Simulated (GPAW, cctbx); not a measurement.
## Rb2HgRuI6: the scripts behind a bonding study

Short scripts, each with its output. The start was made by putting kin elements into a known structure type; the compound need not exist, or be stable, in this form.

## Step 1: Build the all-electron density and subtract free atoms

```text
cell
1.0
     0.000000000    5.876497590    5.876497590
     5.876497590    0.000000000    5.876497590
     5.876497590    5.876497590    0.000000000
Hg I Ru Rb
1 6 1 2
Direct
0.500000000 0.500000000 0.500000000
0.766727390 0.233272610 0.233272610
0.766727390 0.233272610 0.766727390
0.233272610 0.766727390 0.233272610
0.766727390 0.766727390 0.233272610
0.233272610 0.766727390 0.766727390
0.233272610 0.233272610 0.766727390
0.000000000 0.000000000 0.000000000
0.750000000 0.750000000 0.750000000
0.250000000 0.250000000 0.250000000
```

```python
import numpy as np
from ase.io import read
from ase.units import Bohr
from gpaw import GPAW, PW, FermiDirac
from gpaw.calculator import GPAW as OldGPAW
from gpaw.mpi import serial_comm, world
from scipy.special import erfc
from scipy.spatial import cKDTree

atoms = read("cell.vasp")
atoms.calc = GPAW(mode=PW(450), xc="PBE", kpts={"size": (3, 3, 3), "gamma": True},
                 occupations=FermiDirac(0.05), maxiter=120, symmetry={"tolerance": 1e-5}, txt="scf.txt")
atoms.get_potential_energy()
rho = atoms.calc.get_all_electron_density(gridrefinement=2)
moments = atoms.get_magnetic_moments() if atoms.calc.get_number_of_spins() == 2 else np.zeros(len(atoms))
total = atoms.get_magnetic_moment() if moments.any() else 0.0
if world.rank == 0:
    free = OldGPAW(mode=PW(450), xc="PBE", txt=None, communicator=serial_comm)
    neutral = atoms.copy()
    neutral.set_initial_magnetic_moments(None)
    free.initialize(neutral)
    free.set_positions(neutral)
    drho = rho - free.get_all_electron_density(gridrefinement=2)
    # GPAW starts from confined atoms: exchange their smooth part for that of the datasets' free atoms
    h = np.stack(np.meshgrid(*[np.fft.fftfreq(n, 1 / n) for n in drho.shape], indexing="ij"), -1)
    gabs = np.linalg.norm(h @ atoms.cell.reciprocal(), axis=-1)
    tails = np.fft.fftn(free.get_pseudo_density(gridrefinement=2))
    g, form, v0 = np.linspace(0, gabs.max(), 1500), {}, 0
    for e in set(atoms.symbols):
        idx = atoms.symbols.search(e)
        d = free.setups[idx[0]].data
        r, w = d.rgd.r_g * Bohr, d.rgd.r_g**2 * d.rgd.dr_g
        j0 = np.sinc(2 * g[:, None] * r)
        smooth = sum(f * p**2 for f, p in zip(d.f_j, d.phit_jg)) + np.sqrt(4 * np.pi) * d.nct_g
        full = sum(f * p**2 for f, p in zip(d.f_j, d.phi_jg)) + np.sqrt(4 * np.pi) * d.nc_g
        phase = sum(np.exp(-2j * np.pi * h @ s) for s in atoms.get_scaled_positions()[idx])
        tails -= np.interp(gabs, g, j0 @ (smooth * w)) * phase * drho.size / atoms.get_volume()
        form[e] = j0 @ (full * w)
        v0 += 2 * np.pi / 3 * 14.3996 * (full * w * r**2).sum() * len(idx)  # V A^3
    tails *= 0.5 * erfc((gabs - 1.8) / 0.25)  # the tails differ at long wavelengths alone
    drho += np.fft.ifftn(tails).real  # crystal minus superposed spherical free atoms
    np.save("drho.npy", drho)
    dv = atoms.get_volume() / drho.size
    print("grid", drho.shape, " electrons %.3f" % (rho.sum() * dv), " moved by bonding %.3f e" % (abs(drho).sum() * dv / 2))
    pts = np.indices(drho.shape).reshape(3, -1).T / drho.shape @ atoms.cell
    shifts = (np.indices((3, 3, 3)).reshape(3, -1).T - 1) @ atoms.cell
    images = (atoms.positions[None] + shifts[:, None]).reshape(-1, 3)
    dist, idx = cKDTree(images).query(pts, k=4)
    out = drho.ravel()[dist[:, 0] > 0.5]
    print("deformation density beyond 0.5 A of the nuclei: max %.3f, min %.3f e/A^3" % (out.max(), out.min()))
    tie = dist < dist[:, :1] + 1e-4
    q = -np.bincount((idx % len(atoms))[tie], (drho.ravel()[:, None] / tie.sum(1, keepdims=True) * tie)[tie], len(atoms)) * dv
    print("atom        x       y       z   Voronoi charge  moment")
    for a, s, c, m in zip(atoms, atoms.get_scaled_positions(), q, moments):
        print("%-2s%-3d %7.4f %7.4f %7.4f %10.3f %10.2f" % (a.symbol, a.index + 1, *s, c, m))
    np.savez("free.npz", g=g, **form)
    print("mean inner potential of superposed free atoms %.3f V" % (v0 / atoms.get_volume()))
    print("total magnetic moment %.3f muB" % total)
```

```console
$ OMP_NUM_THREADS=1 mpirun -n 4 gpaw python run.py > gpaw.log
```

```text
grid (84, 84, 84)  electrons 516.000  moved by bonding 1.615 e
deformation density beyond 0.5 A of the nuclei: max 0.296, min -0.678 e/A^3
atom        x       y       z   Voronoi charge  moment
Hg1    0.5000  0.5000  0.5000      0.255       0.00
I 2    0.7667  0.2333  0.2333     -0.123       0.00
I 3    0.7667  0.2333  0.7667     -0.123       0.00
I 4    0.2333  0.7667  0.2333     -0.123       0.00
I 5    0.7667  0.7667  0.2333     -0.123       0.00
I 6    0.2333  0.7667  0.7667     -0.123       0.00
I 7    0.2333  0.2333  0.7667     -0.123       0.00
Ru8    0.0000  0.0000  0.0000     -0.001       0.00
Rb9    0.7500  0.7500  0.7500      0.242       0.00
Rb10   0.2500  0.2500  0.2500      0.242       0.00
mean inner potential of superposed free atoms 12.730 V
total magnetic moment 0.000 muB
```

Time: 25 s on 4 cores of Arm Neoverse V2 (shared host), peak memory 1.4 GiB.

## Step 2: Fourier-transform the difference

```python
from cctbx import adptbx, crystal, miller, xray
from cctbx.eltbx import tiny_pse
import numpy as np

cs = crystal.symmetry(unit_cell=(11.753, 11.753, 11.753, 90, 90, 90), space_group_symbol='Hall: -F 4 2 3')  # Fm-3m
atoms = [  # label, site, U (iso, or U11 U22 U33 U12 U13 U23 in A^2), occupancy
    ("Hg1", (0.5, 0, 0), 0.0000, 1),
    ("I1", (0.23327, 0, 0), 0.0000, 1),
    ("Ru1", (0, 0, 0), 0.0000, 1),
    ("Rb1", (0.25, 0.25, 0.75), 0.0000, 1),
]
xs = xray.structure(crystal_symmetry=cs)
for label, site, u, occ in atoms:
    u = adptbx.u_cif_as_u_star(cs.unit_cell(), u) if isinstance(u, tuple) else u
    xs.add_scatterer(xray.scatterer(label, site=site, u=u, occupancy=occ))
xs.scattering_type_registry(table="wk1995")
drho = np.load("drho.npy")
T = np.array([[-1, 1, 1], [1, -1, 1], [1, 1, -1]])  # conventional axes in terms of the primitive ones
dF = np.fft.ifftn(drho) * 1623.47526  # electrons a conventional cell, indexed by primitive hkl
ms = miller.build_set(cs, anomalous_flag=False, d_min=0.9).sort("resolution")
iam = ms.structure_factors_from_scatterers(xs, algorithm="direct").f_calc()
p1 = xs.expand_to_p1()
z = np.array([tiny_pse.table(sc.scattering_type).atomic_number() for sc in p1.scatterers()])
x = np.array(p1.sites_frac())
free = np.load("free.npz")
print("static structure factors of the conventional cell: F in electrons, V (Mott-Bethe) in volts")
print("   h  k  l      d  |F| table  |F| free   |F| DFT   change   |V| free  |V| DFT  change %")
for h, d, table in list(zip(ms.indices(), ms.d_spacings().data(), iam.data()))[:16]:
    df = dF[tuple(np.rint(np.linalg.solve(T, h)).astype(int))]
    phase = np.exp(2j * np.pi * x @ h)
    f = sum(np.interp(1 / d, free["g"], free[sc.scattering_type]) * p for sc, p in zip(p1.scatterers(), phase))
    fz = (z * phase).sum()
    c = 14.3996 * d * d / (np.pi * cs.unit_cell().volume())
    v0, v1 = abs(fz - f) * c, abs(fz - f - df) * c
    print("%4d%3d%3d %7.4f %9.3f %9.3f %9.3f %8.3f %9.3f %8.3f %8s" % (h + (d, abs(table), abs(f), abs(f + df), abs(f + df) - abs(f), v0, v1, "%.1f" % (100 * (v1 / v0 - 1)) if v0 > 0.02 else "-")))
```

```console
$ python run.py
```

```text
static structure factors of the conventional cell: F in electrons, V (Mott-Bethe) in volts
   h  k  l      d  |F| table  |F| free   |F| DFT   change   |V| free  |V| DFT  change %
   1  1  1  6.7856    14.801    14.696    13.902   -0.793     0.541    0.438    -19.1
   0  2  0  5.8765   607.493   607.168   607.557    0.390     2.551    2.513     -1.5
   0  2  2  4.1553   355.686   355.488   353.754   -1.734     1.520    1.605      5.6
   1  3  1  3.5437   174.969   175.072   174.814   -0.258     0.406    0.415      2.3
   2  2  2  3.3928   889.387   890.235   891.832    1.597     4.997    4.945     -1.0
   0  4  0  2.9383  1707.949  1708.357  1708.256   -0.102     7.768    7.771      0.0
   1  3  3  2.6963   311.847   312.148   312.448    0.300     1.034    1.028     -0.6
   0  4  2  2.6281   500.848   500.786   500.349   -0.436     1.865    1.873      0.5
   2  4  2  2.3991   290.883   290.427   291.185    0.758     0.964    0.951     -1.3
   3  3  3  2.2619   435.016   435.314   435.853    0.539     1.491    1.483     -0.5
   1  5  1  2.2619   103.873   103.959   103.255   -0.705     0.776    0.786      1.3
   0  4  4  2.0777  1511.862  1512.242  1511.005   -1.236     5.824    5.839      0.3
   1  5  3  1.9866    33.389    33.247    33.873    0.626     0.167    0.174      4.2
   2  4  4  1.9588   432.050   431.832   431.369   -0.463     1.383    1.388      0.4
   0  6  0  1.9588   539.649   539.492   537.220   -2.272     1.799    1.824      1.4
   0  6  2  1.8583   345.912   345.553   344.769   -0.783     1.105    1.113      0.7
```

Time: 0.29 s on 1 core of Arm Neoverse V2 (shared host), peak memory 0.09 GiB.

[Outputs are excerpts: Python notices, other lines and further rows are left out; steps that failed or that the build refused (PBEsol, TPSS) are not shown.]

[Logs are printed without paths, hosts, clocks, repeated set-up lines and the standing remarks that a program may print on its own settings, such as how far it seeks lower states.]
